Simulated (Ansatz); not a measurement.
# Work function of Os(0001): what the settings cost and change, part 2 of 2

Aim: the work function of Os(0001) across levels of theory at one geometry.

Ansatz 0.2.0; plane-wave DFT, PBE, Ansatz PAW (the session's first sound run).

So far, work function, upper face (eV): step 2 (slab, setting PBE, Ansatz PAW (420 eV)) 5.37; step 5 (RPBE) 5.22; step 6 (r2SCAN) 5.42; step 7 (PBE JTH) 5.38; step 8 (PBE norm-conserving) 5.37.

### 9. Run

This step: plane-wave DFT, LDA, norm-conserving (Ansatz 0.2.0).

File input.yaml:

```yaml
crystal:
  lattice:
    - [2.74, 0.0, 0.0]
    - [1.37, 2.3729096064, 0.0]
    - [0.0, 0.0, 30.97938]
  atoms:
    - { symbol: Os, position: [0.0, 0.0, 0.2905158205] }
    - { symbol: Os, position: [0.6666666667, 0.6666666667, 0.3603438803] }
    - { symbol: Os, position: [0.0, 0.0, 0.4301719402] }
    - { symbol: Os, position: [0.6666666667, 0.6666666667, 0.5] }
    - { symbol: Os, position: [0.0, 0.0, 0.5698280598] }
    - { symbol: Os, position: [0.6666666667, 0.6666666667, 0.6396561197] }
    - { symbol: Os, position: [0.0, 0.0, 0.7094841795] }
kpoints:
  mp_grid: { grid: [17, 17, 1] }
hamiltonian:
  xc: lda
  pseudopotentials: { kind: nc }
scf:
  occupations: { method: fermi_dirac, width: 0.1 }
  convergence: { dr2_threshold: 1.0e-09 }
efield:
  axis: 3
  dipole_correction: true
  ramp_position: 0.97
  ramp_width: 0.06
output:
  write_potential: true
  write_density: true
  volumetric_format: npy
```

The run is started by

```console
ansatz run input.yaml --threads 4 --pin off --max-ram 6144MiB --backend cpu --events-out ev --progress --plain --runs-dir out
```

Numbers of over 12 decimals in the logs are rounded to 6 here.

What it wrote:

```text
[...]
Crystal: 7 atoms, lattice volume = 201.421 Å³
Basis set: ecut = 1006.821291 eV, 14519 PW (Γ)
Bands: 68, of which v1, the nominal top of the filled ones, is band 56 counted from 1 (55 counted from 0)
Symmetry: 6 space group operations
k-points: 33 of 289 (time reversal used)
[...]
k-point 0: bands = [... 52 lower, 7.5292, 7.5292, 8.2276, 8.4395, 8.4395, 9.1250, 9.1250, 9.5831, ... 8 higher]
  k-point 1: bands = [... 52 lower, 7.5135, 7.6361, 8.1365, 8.3661, 8.3790, 8.9963, 9.0764, 9.3688, ... 8 higher]
  k-point 2: bands = [... 52 lower, 7.6880, 7.7915, 7.9451, 8.1950, 8.3233, 8.5422, 8.9159, 8.9921, ... 8 higher]
  k-point 32: bands = [... 52 lower, 8.4035, 9.1141, 10.1998, 10.5714, 10.5769, 11.0439, 11.1980, 11.2677, ... 8 higher]
[key lines of the parts left out:]
SCF converged after 9 iterations
Free energy (F): -19288.042282 eV
Fermi energy:    9.694957 eV
Dipole field:    D = -0.000000 V/Å  (p = -0.000000 e·Å, saw-weighted, corrected)
Work function:   Φ+ = 5.7028 eV   Φ− = 5.7028 eV
```

Elapsed: 68 s, on 4 threads of Intel Xeon 6975P-C (Granite Rapids), shared host; peak memory 2.3 GiB; 4.2 min of CPU time.

The work function is 5.703 eV, +0.335 eV from the run “PBE, Ansatz PAW (420 eV)”, at 5.9 times its CPU time.

### 10. Run, setting PBE, all layers relaxed

This step: plane-wave DFT, PBE, Ansatz PAW (Ansatz 0.2.0).

Changes to input.yaml since step 9:

```diff
@@ -16,4 +16,3 @@
 hamiltonian:
-  xc: lda
-  pseudopotentials: { kind: nc }
+  xc: pbe
 scf:
@@ -26,2 +25,5 @@
   ramp_width: 0.06
+relax:
+  f_tol: 0.01
+  max_steps: 40
 output:
```

What it wrote:

```text
[...]
Crystal: 7 atoms, lattice volume = 201.421 Å³
Basis set: ecut = 420 eV, 3949 PW (Γ), exchange–correlation on 40×40×432 points (8 copies of the dense FFT grid, shifted against one another)
Bands: 68, of which v1, the nominal top of the filled ones, is band 56 counted from 1 (55 counted from 0)
Symmetry: 6 space group operations
[...]
- { symbol: Os, position: [0.666667, 0.666667, 0.358967] }
    - { symbol: Os, position: [2.2359318238408354e-19, -4.471863599214057e-19, 0.429246] }
    - { symbol: Os, position: [0.666667, 0.666667, 0.500000] }
    - { symbol: Os, position: [-2.235931504052928e-19, 4.47186305657346e-19, 0.570754] }
    - { symbol: Os, position: [0.666667, 0.666667, 0.641033] }
    - { symbol: Os, position: [1.3425887147156377e-19, -2.685177380963657e-19, 0.708928] }
[key lines of the parts left out:]
SCF converged after 6 iterations
Free energy (F): -79689.500850 eV
Fermi energy:    9.967358 eV
Dipole field:    D = -0.000001 V/Å  (p = -0.000001 e·Å, saw-weighted, corrected)
Work function:   Φ+ = 5.3185 eV   Φ− = 5.3185 eV
```

The job ended after 71 s (4 threads; peak memory 0.83 GiB).

The relaxation took 5 steps and lowered the energy by 0.057 eV; the largest force on the free atoms ends at 0.0013 eV/Å.

The work function is 5.319 eV, -0.049 eV from the run “PBE, Ansatz PAW (420 eV)”, at 5.7 times its CPU time.

### 11. Slab

This step: plane-wave DFT, PBE, fully relativistic PAW with spin-orbit coupling (Ansatz 0.2.0).

Changes to input.yaml since step 10:

```diff
@@ -17,2 +17,3 @@
   xc: pbe
+  pseudopotentials: { kind: paw_fr }
 scf:
@@ -25,5 +26,5 @@
   ramp_width: 0.06
-relax:
-  f_tol: 0.01
-  max_steps: 40
+magnetization:
+  noncollinear: true
+  spin_orbit: true
 output:
```

What it wrote:

```text
[...]
non-collinear run that drives no moment, with spin-orbit: no starting moment large enough to seed its density (crystal.atoms[].spin), no starting occupations that ask for one, no magnetisation constraint and no magnetic field, so the semilocal B_xc is pinned to zero
Crystal: 7 atoms, lattice volume = 201.421 Å³
[...]
k-point 1: bands = [... 108 lower, 8.3783, 8.3783, 8.6805, 8.6805, 8.8624, 8.8624, 9.2544, 9.2544, ... 20 higher]
  k-point 2: bands = [... 108 lower, 8.3062, 8.3062, 8.5572, 8.5572, 8.7423, 8.7423, 8.8565, 8.8565, ... 20 higher]
  k-point 32: bands = [... 108 lower, 10.4443, 10.4685, 10.7722, 10.8511, 10.9280, 10.9370, 11.2257, 11.2993, ... 20 higher]
[key lines of the parts left out:]
SCF converged after 11 iterations
Magnetization: |M| = 0.0000 μB,  M = (+0.0000, +0.0000, +0.0000) μB
Free energy (F): -79894.508332 eV
Fermi energy:    9.967605 eV
Dipole field:    D = -0.000001 V/Å  (p = -0.000001 e·Å, saw-weighted, corrected)
Work function:   Φ+ = 5.3788 eV   Φ− = 5.3788 eV
```

It took 2.4 min on 4 threads; peak memory 3.1 GiB.

The work function is 5.379 eV, +0.011 eV from the run “PBE, Ansatz PAW (420 eV)”, at 13 times its CPU time.

### 12. Comparing the runs

Times are for 4 threads of Intel Xeon 6975P-C (Granite Rapids), shared host. The series side by side:

```tsv
no.	setting	work function, upper face (eV)	time	memory (GiB)
1	PBE, Ansatz PAW (420 eV)	5.368	12 s	0.93
2	LDA, Ansatz PAW (420 eV)	5.700	18 s	0.9
3	PBEsol, Ansatz PAW (420 eV)	5.496	21 s	0.9
4	RPBE, Ansatz PAW (420 eV)	5.219	22 s	0.91
5	r2SCAN, Ansatz PAW (500 eV)	5.421	41 s	1.4
6	PBE, JTH PAW (600 eV)	5.376	30 s	1
7	PBE, norm-conserving (1007 eV)	5.368	75 s	2.3
8	LDA, norm-conserving (1007 eV)	5.703	68 s	2.3
9	PBE, all layers relaxed	5.319	71 s	0.83
10	PBE with spin-orbit coupling (420 eV)	5.379	2.4 min	3.1
```

### 13. Summary of results

```yaml
work_function_pbe_ansatz_paw_420_ev: 5.368 eV
work_function_lda_ansatz_paw_420_ev: 5.700 eV
work_function_rpbe_ansatz_paw_420_ev: 5.219 eV
work_function_r2scan_ansatz_paw_500_ev: 5.421 eV
work_function_lda_norm_conserving_1007_ev: 5.703 eV
work_function_pbe_all_layers_relaxed: 5.319 eV
work_function_pbe_with_spin_orbit_coupling_420_ev: 5.379 eV
```

**Reading.** PBE on the default files gives 5.37 eV, and the settings tried spread the value from 5.22 to 5.70 eV. At one geometry LDA lies 0.33 eV above PBE. The choice of pseudopotentials moves the PBE value by 0.008 eV. Relaxing the layers changes it by -0.049 eV. Spin-orbit coupling, on the fully relativistic files, changes it by +0.01 eV. The ladder's slabs use the tabulated experimental lattice constant (two decimals; a low-temperature value for the alkali metals).

[Logs are printed without paths, hosts, clocks, repeated set-up lines and the standing remarks that a program may print on its own settings, such as how far it seeks lower states.]

[Hosts, paths, dates, database ids (printed as entryN), source tags and the programs' standing remarks are cut or masked in the printed files.]

[Maps of the electrostatic potential energy from Ansatz leave out the sawtooth potential of an applied field or a dipole correction, so their vacuum need not be flat; planar profiles and work functions include it.]
